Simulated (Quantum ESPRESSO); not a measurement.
# Dielectric function and optical constants of SiC (Moissanite 3C), part 2 of 3

Wanted: where SiC (Moissanite 3C) starts to absorb, how strongly, and its refractive index.

Quantum ESPRESSO 7.5; DFT, PBE, plane waves with norm-conserving potentials (PseudoDojo), scalar-relativistic, independent-particle optical response without local fields and without the non-local commutator.

So far. Step 2 (Ground state): There is a gap, 1.51 eV on this mesh (points off the mesh can give less), so no carriers' term is needed.

## Step 3: Ground state with the final occupations

Level of this step: DFT, PBE, plane waves with norm-conserving potentials (PseudoDojo), scalar-relativistic, ground state (Quantum ESPRESSO).

The ground state once more, with the occupations that the first run showed to fit.

The input, scf.in:

```
&control
  calculation = 'scf'
  prefix = 'x'
  outdir = './tmp'
  pseudo_dir = './'
  verbosity = 'high'
/
&system
  ibrav = 0
  nat = 2
  ntyp = 2
  ecutwfc = 70
  occupations = 'fixed'
/
&electrons
  conv_thr = 1e-09
  electron_maxstep = 100
/
ATOMIC_SPECIES
  Si 1.0 Si.upf
  C 1.0 C.upf
CELL_PARAMETERS angstrom
  0.000000000000 2.179000000000 2.179000000000
  2.179000000000 0.000000000000 2.179000000000
  2.179000000000 2.179000000000 0.000000000000
ATOMIC_POSITIONS crystal
  Si 0.000000000000 0.000000000000 0.000000000000
  C 0.750000000000 0.750000000000 0.750000000000
K_POINTS automatic
  9 9 9 0 0 0
```

On the command line:

```bash
> mpirun -n 4 pw.x -nk 4 -in scf.in
```

The program printed:

```text
[banner, memory and clock lines left out]

     using ibrav=0 with symmetry is DISCOURAGED, use correct ibrav instead

     G-vector sticks info

     bravais-lattice index     =            0
     lattice parameter (alat)  =       5.8233  a.u.
     unit-cell volume          =     139.6363 (a.u.)^3
     number of atoms/cell      =            2
     number of atomic types    =            2
     number of electrons       =         8.00
     number of Kohn-Sham states=            4
     kinetic-energy cutoff     =      70.0000  Ry
     charge density cutoff     =     280.0000  Ry
     scf convergence threshold =      1.0E-09
     mixing beta               =       0.7000
     number of iterations used =            8  plain     mixing
     Exchange-correlation= PBE
                           (   1   4   3   4   0   0   0)

     celldm(1)=   5.823326  celldm(2)=   0.000000  celldm(3)=   0.000000
     celldm(4)=   0.000000  celldm(5)=   0.000000  celldm(6)=   0.000000

     crystal axes: (cart. coord. in units of alat)
               a(1) = (   0.000000   0.707107   0.707107 )
               a(2) = (   0.707107   0.000000   0.707107 )
               a(3) = (   0.707107   0.707107   0.000000 )

     reciprocal axes: (cart. coord. in units 2 pi/alat)
               b(1) = ( -0.707107  0.707107  0.707107 )
               b(2) = (  0.707107 -0.707107  0.707107 )
               b(3) = (  0.707107  0.707107 -0.707107 )

     ./Si.upf
     Pseudo is Norm-conserving + core correction, Zval =  4.0
     Generated using ONCVPSP code by D. R. Hamann
     Using radial grid of 1510 points,  6 beta functions with:
                l(1) =   0
                l(2) =   0
                l(3) =   1
                l(4) =   1
                l(5) =   2
                l(6) =   2

     ./C.upf
     Pseudo is Norm-conserving + core correction, Zval =  4.0
     Generated using ONCVPSP code by D. R. Hamann
     Using radial grid of 1248 points,  4 beta functions with:
                l(1) =   0
                l(2) =   0
                l(3) =   1
                l(4) =   1

     atomic species   valence    mass     pseudopotential
     Si                4.00     1.00000     Si( 1.00)
     C                 4.00     1.00000     C ( 1.00)

     24 Sym. Ops. (no inversion) found

                                    s                        frac. trans.

     [... symmetry matrices left out ...]
   Cartesian axes

     site n.     atom                  positions (alat units)
         1        Si     tau(   1) = (   0.0000000   0.0000000   0.0000000  )
         2        C      tau(   2) = (   1.0606602   1.0606602   1.0606602  )

   Crystallographic axes

     site n.     atom                  positions (cryst. coord.)
         1        Si     tau(   1) = (  0.0000000  0.0000000  0.0000000  )
         2        C      tau(   2) = (  0.7500000  0.7500000  0.7500000  )

     number of k points=    35
                       cart. coord. in units 2pi/alat
        k(    1) = (   0.0000000   0.0000000   0.0000000), wk =   0.0027435
        k(    2) = (   0.0785674   0.0785674  -0.0785674), wk =   0.0219479
        k(    3) = (   0.1571348   0.1571348  -0.1571348), wk =   0.0219479
        k(    4) = (   0.2357023   0.2357023  -0.2357023), wk =   0.0219479
        k(    5) = (   0.3142697   0.3142697  -0.3142697), wk =   0.0219479
        k(    6) = (   0.1571348   0.0000000  -0.0000000), wk =   0.0164609
        k(    7) = (   0.2357023   0.0785674  -0.0785674), wk =   0.0658436
        k(    8) = (   0.3142697   0.1571348  -0.1571348), wk =   0.0658436
        k(    9) = (   0.3928371   0.2357023  -0.2357023), wk =   0.0658436
        k(   10) = (  -0.2357023  -0.3928371   0.3928371), wk =   0.0658436
        k(   11) = (  -0.1571348  -0.3142697   0.3142697), wk =   0.0658436
        k(   12) = (  -0.0785674  -0.2357023   0.2357023), wk =   0.0658436
        k(   13) = (  -0.0000000  -0.1571348   0.1571348), wk =   0.0329218
        k(   14) = (   0.3142697   0.0000000  -0.0000000), wk =   0.0164609
        k(   15) = (   0.3928371   0.0785674  -0.0785674), wk =   0.0658436
        k(   16) = (   0.4714045   0.1571348  -0.1571348), wk =   0.0658436
[...]
cryst. coord.
[...]
k(   28) = (   0.1111111   0.2222222  -0.4444444), wk =   0.1316872
        k(   29) = (   0.1111111   0.3333333   0.4444444), wk =   0.0658436
        k(   30) = (   0.1111111   0.3333333  -0.4444444), wk =   0.1316872
        k(   31) = (   0.1111111   0.3333333  -0.3333333), wk =   0.1316872
        k(   32) = (   0.1111111   0.3333333  -0.2222222), wk =   0.0658436
        k(   33) = (   0.1111111   0.4444444  -0.4444444), wk =   0.0658436
        k(   34) = (   0.1111111   0.4444444  -0.3333333), wk =   0.0658436
        k(   35) = (   0.2222222   0.4444444  -0.3333333), wk =   0.0658436

     Dense  grid:    11017 G-vectors     FFT dimensions: (  32,  32,  32)

     Initial potential from superposition of free atoms

     starting charge       7.9993, renormalised to       8.0000
     Starting wfcs are    8 randomized atomic wfcs

     Self-consistent Calculation

     iteration #  1     ecut=    70.00 Ry     beta= 0.70
     Davidson diagonalization with overlap

            41 MiB given to the printing process from OS
            11 MiB allocation reported by mallinfo(arena+hblkhd)
------------------
     ethr =  1.00E-02,  avg # of iterations =  2.0

     total energy              =     -20.39132578 Ry
     estimated scf accuracy    <       0.41848962 Ry

     iteration #  2     ecut=    70.00 Ry     beta= 0.70
     Davidson diagonalization with overlap

            46 MiB given to the printing process from OS
            14 MiB allocation reported by mallinfo(arena+hblkhd)
------------------
     ethr =  5.23E-03,  avg # of iterations =  2.0

     total energy              =     -20.52893742 Ry
     estimated scf accuracy    <       0.10643665 Ry

     iteration #  3     ecut=    70.00 Ry     beta= 0.70
     Davidson diagonalization with overlap

            46 MiB given to the printing process from OS
            14 MiB allocation reported by mallinfo(arena+hblkhd)
------------------
     ethr =  1.33E-03,  avg # of iterations =  1.9

     total energy              =     -20.53390913 Ry
     estimated scf accuracy    <       0.00727879 Ry

     iteration #  4     ecut=    70.00 Ry     beta= 0.70
     Davidson diagonalization with overlap

            47 MiB given to the printing process from OS
            15 MiB allocation reported by mallinfo(arena+hblkhd)
------------------
     ethr =  9.10E-05,  avg # of iterations =  3.5

     total energy              =     -20.53877294 Ry
     estimated scf accuracy    <       0.01040680 Ry

     iteration #  5     ecut=    70.00 Ry     beta= 0.70
     Davidson diagonalization with overlap

            47 MiB given to the printing process from OS
            15 MiB allocation reported by mallinfo(arena+hblkhd)
------------------
     ethr =  9.10E-05,  avg # of iterations =  2.0

     total energy              =     -20.53892433 Ry
     estimated scf accuracy    <       0.00145443 Ry

     iteration #  6     ecut=    70.00 Ry     beta= 0.70
     Davidson diagonalization with overlap

            47 MiB given to the printing process from OS
            15 MiB allocation reported by mallinfo(arena+hblkhd)
------------------
     ethr =  1.82E-05,  avg # of iterations =  2.4

     total energy              =     -20.53943652 Ry
     estimated scf accuracy    <       0.00000056 Ry

     iteration #  7     ecut=    70.00 Ry     beta= 0.70
     Davidson diagonalization with overlap

            48 MiB given to the printing process from OS
            16 MiB allocation reported by mallinfo(arena+hblkhd)
------------------
     ethr =  6.97E-09,  avg # of iterations =  9.2

     total energy              =     -20.53944086 Ry
     estimated scf accuracy    <       0.00005322 Ry

     iteration #  8     ecut=    70.00 Ry     beta= 0.70
     Davidson diagonalization with overlap

            48 MiB given to the printing process from OS
            16 MiB allocation reported by mallinfo(arena+hblkhd)
------------------
     ethr =  6.97E-09,  avg # of iterations =  8.5

     total energy              =     -20.53946305 Ry
     estimated scf accuracy    <       0.00008431 Ry

     iteration #  9     ecut=    70.00 Ry     beta= 0.70
     Davidson diagonalization with overlap

            48 MiB given to the printing process from OS
            16 MiB allocation reported by mallinfo(arena+hblkhd)
------------------
     ethr =  6.97E-09,  avg # of iterations =  5.4

     total energy              =     -20.53946249 Ry
     estimated scf accuracy    <       0.00001342 Ry

     iteration # 10     ecut=    70.00 Ry     beta= 0.70
     Davidson diagonalization with overlap

            49 MiB given to the printing process from OS
            17 MiB allocation reported by mallinfo(arena+hblkhd)
------------------
     ethr =  6.97E-09,  avg # of iterations =  3.6

     total energy              =     -20.53946477 Ry
     estimated scf accuracy    <       0.00000011 Ry

     iteration # 11     ecut=    70.00 Ry     beta= 0.70
     Davidson diagonalization with overlap

            49 MiB given to the printing process from OS
            17 MiB allocation reported by mallinfo(arena+hblkhd)
------------------
     ethr =  1.43E-09,  avg # of iterations =  3.2

     total energy              =     -20.53946484 Ry
     estimated scf accuracy    <       0.00000002 Ry

     iteration # 12     ecut=    70.00 Ry     beta= 0.70
     Davidson diagonalization with overlap

            49 MiB given to the printing process from OS
            17 MiB allocation reported by mallinfo(arena+hblkhd)
------------------
     ethr =  2.50E-10,  avg # of iterations =  1.3

     total energy              =     -20.53946483 Ry
     estimated scf accuracy    <       0.00000001 Ry

     iteration # 13     ecut=    70.00 Ry     beta= 0.70
     Davidson diagonalization with overlap

            49 MiB given to the printing process from OS
            17 MiB allocation reported by mallinfo(arena+hblkhd)
------------------
     ethr =  1.55E-10,  avg # of iterations =  3.1

     total energy              =     -20.53946487 Ry
     estimated scf accuracy    <       0.00000003 Ry

     iteration # 14     ecut=    70.00 Ry     beta= 0.70
     Davidson diagonalization with overlap

            49 MiB given to the printing process from OS
            17 MiB allocation reported by mallinfo(arena+hblkhd)
------------------
     ethr =  1.55E-10,  avg # of iterations =  2.3

     total energy              =     -20.53946483 Ry
     estimated scf accuracy    <       0.00000012 Ry

     iteration # 15     ecut=    70.00 Ry     beta= 0.70
     Davidson diagonalization with overlap

            49 MiB given to the printing process from OS
            17 MiB allocation reported by mallinfo(arena+hblkhd)
------------------
     ethr =  1.55E-10,  avg # of iterations =  2.9

     total energy              =     -20.53946483 Ry
     estimated scf accuracy    <       0.00000002 Ry

     iteration # 16     ecut=    70.00 Ry     beta= 0.70
     Davidson diagonalization with overlap

            49 MiB given to the printing process from OS
            17 MiB allocation reported by mallinfo(arena+hblkhd)
------------------
     ethr =  1.55E-10,  avg # of iterations =  2.0

     total energy              =     -20.53946483 Ry
     estimated scf accuracy    <          2.6E-09 Ry

     iteration # 17     ecut=    70.00 Ry     beta= 0.70
     Davidson diagonalization with overlap

            49 MiB given to the printing process from OS
            17 MiB allocation reported by mallinfo(arena+hblkhd)
------------------
     ethr =  3.24E-11,  avg # of iterations =  2.8

     total energy              =     -20.53946483 Ry
     estimated scf accuracy    <          2.0E-09 Ry

     iteration # 18     ecut=    70.00 Ry     beta= 0.70
     Davidson diagonalization with overlap

            49 MiB given to the printing process from OS
            17 MiB allocation reported by mallinfo(arena+hblkhd)
------------------
     ethr =  2.53E-11,  avg # of iterations =  1.9

     End of self-consistent calculation

          k = 0.0000 0.0000 0.0000 (  1411 PWs)   bands (ev):

    -5.9142   9.4950   9.4950   9.4950

     occupation numbers
     1.0000   1.0000   1.0000   1.0000

          k = 0.0786 0.0786-0.0786 (  1393 PWs)   bands (ev):

    -5.6733   8.2804   9.3326   9.3326

     occupation numbers
     1.0000   1.0000   1.0000   1.0000

          k = 0.1571 0.1571-0.1571 (  1381 PWs)   bands (ev):

    -4.9643   5.8474   8.9793   8.9793

     occupation numbers
     1.0000   1.0000   1.0000   1.0000

          k = 0.2357 0.2357-0.2357 (  1380 PWs)   bands (ev):

    -3.8493   3.3152   8.6500   8.6500

     occupation numbers
     1.0000   1.0000   1.0000   1.0000

          k = 0.3143 0.3143-0.3143 (  1392 PWs)   bands (ev):

    -2.6177   1.3198   8.4647   8.4647

     occupation numbers
     1.0000   1.0000   1.0000   1.0000

          k = 0.1571 0.0000-0.0000 (  1395 PWs)   bands (ev):

    -5.5930   8.5842   8.9251   8.9251

     occupation numbers
     1.0000   1.0000   1.0000   1.0000

          k = 0.2357 0.0786-0.0786 (  1382 PWs)   bands (ev):

    -5.0394   6.6838   8.4399   8.7192

     occupation numbers
     1.0000   1.0000   1.0000   1.0000

          k = 0.3143 0.1571-0.1571 (  1380 PWs)   bands (ev):

    -4.0533   4.2398   8.1083   8.2513

     occupation numbers
     1.0000   1.0000   1.0000   1.0000

     [... further k points left out ...]

     highest occupied level (ev):     9.4950

!    total energy              =     -20.53946484 Ry
     estimated scf accuracy    <          1.7E-10 Ry

     The total energy is the sum of the following terms:
     one-electron contribution =       5.61605458 Ry
     hartree contribution      =       2.33340315 Ry
     xc contribution           =      -7.55770080 Ry
     ewald contribution        =     -20.93122177 Ry

     convergence has been achieved in  18 iterations

     XML data file, charge density, pseudopotentials, collected wavefunctions

                                        0.00s GPU  (     699 calls)
```

Wall time 2.2 s (4 MPI ranks of Arm Neoverse V2, shared host); peak memory 0.05 GiB.

## Step 4: Bands on the whole mesh, 14×14×14

The response needs many more empty bands than the density does.

This step: DFT, PBE, plane waves with norm-conserving potentials (PseudoDojo), scalar-relativistic, bands at fixed density (Quantum ESPRESSO 7.5).

nscf.in, as its differences from scf.in of step 3:

```diff
@@ -1,3 +1,3 @@
 &control
-  calculation = 'scf'
+  calculation = 'nscf'
   prefix = 'x'
@@ -5,3 +5,2 @@
   pseudo_dir = './'
-  verbosity = 'high'
 /
@@ -13,2 +12,5 @@
   occupations = 'fixed'
+  nbnd = 15
+  nosym = .true.
+  noinv = .true.
 /
@@ -17,2 +19,3 @@
   electron_maxstep = 100
+  diago_full_acc = .true.
 /
@@ -29,2 +32,2 @@
 K_POINTS automatic
-  9 9 9 0 0 0
+  14 14 14 0 0 0
```

On the command line:

```bash
> mpirun -n 4 pw.x -nk 4 -in nscf.in
```

The program printed:

```text
[banner, memory and clock lines left out]

     Atomic positions and unit cell read from directory:

     G-vector sticks info

     bravais-lattice index     =            0
     lattice parameter (alat)  =       5.8233  a.u.
     unit-cell volume          =     139.6363 (a.u.)^3
     number of atoms/cell      =            2
     number of atomic types    =            2
     number of electrons       =         8.00
     number of Kohn-Sham states=           15
     kinetic-energy cutoff     =      70.0000  Ry
     charge density cutoff     =     280.0000  Ry
     Exchange-correlation= PBE
                           (   1   4   3   4   0   0   0)

     celldm(1)=   5.823326  celldm(2)=   0.000000  celldm(3)=   0.000000
     celldm(4)=   0.000000  celldm(5)=   0.000000  celldm(6)=   0.000000

     crystal axes: (cart. coord. in units of alat)
               a(1) = (   0.000000   0.707107   0.707107 )
               a(2) = (   0.707107   0.000000   0.707107 )
               a(3) = (   0.707107   0.707107   0.000000 )

     reciprocal axes: (cart. coord. in units 2 pi/alat)
               b(1) = ( -0.707107  0.707107  0.707107 )
               b(2) = (  0.707107 -0.707107  0.707107 )
               b(3) = (  0.707107  0.707107 -0.707107 )

     ./Si.upf
     Pseudo is Norm-conserving + core correction, Zval =  4.0
     Generated using ONCVPSP code by D. R. Hamann
     Using radial grid of 1510 points,  6 beta functions with:
                l(1) =   0
                l(2) =   0
                l(3) =   1
                l(4) =   1
                l(5) =   2
                l(6) =   2

     ./C.upf
     Pseudo is Norm-conserving + core correction, Zval =  4.0
     Generated using ONCVPSP code by D. R. Hamann
     Using radial grid of 1248 points,  4 beta functions with:
                l(1) =   0
                l(2) =   0
                l(3) =   1
                l(4) =   1

     atomic species   valence    mass     pseudopotential
     Si                4.00     1.00000     Si( 1.00)
     C                 4.00     1.00000     C ( 1.00)

     No symmetry found

   Cartesian axes

     site n.     atom                  positions (alat units)
         1        Si     tau(   1) = (   0.0000000   0.0000000   0.0000000  )
         2        C      tau(   2) = (   1.0606602   1.0606602   1.0606602  )

     number of k points=  2744

     Number of k-points >= 100: set verbosity='high' to print them.

     Dense  grid:    11017 G-vectors     FFT dimensions: (  32,  32,  32)

     The potential is recalculated from file :

     Starting wfcs are    8 randomized atomic wfcs +    7 random wfcs

     Band Structure Calculation
     Davidson diagonalization with overlap

     ethr =  1.25E-11,  avg # of iterations = 36.5

     End of band structure calculation

     Number of k-points >= 100: set verbosity='high' to print the bands.

     highest occupied, lowest unoccupied level (ev):     9.4949   10.8573

     XML data file, pseudopotentials, collected wavefunctions

                                        0.00s GPU  (   26198 calls)

[... left out ...]
ulation
     Davidson diagonalization with overlap

     ethr =  1.25E-11,  avg # of iterations = 36.5

     End of band structure calculation

     Number of k-points >= 100: set verbosity='high' to print the bands.

     highest occupied, lowest unoccupied level (ev):     9.4949   10.8573

     XML data file, pseudopotentials, collected wavefunctions

                                        0.00s GPU  (   26198 calls)
```

The job ended after 1.8 min (4 MPI ranks; peak memory 0.05 GiB).

[end of part 2 of 3]

[Machine, clock, banner and «Message from routine» lines are left out of the logs.]

[Logs are printed without paths, hosts, clocks, repeated set-up lines and the standing remarks that a program may print on its own settings, such as how far it seeks lower states.]

[Hosts, paths, dates, database ids (printed as entryN), source tags and the programs' standing remarks are cut or masked in the printed files.]
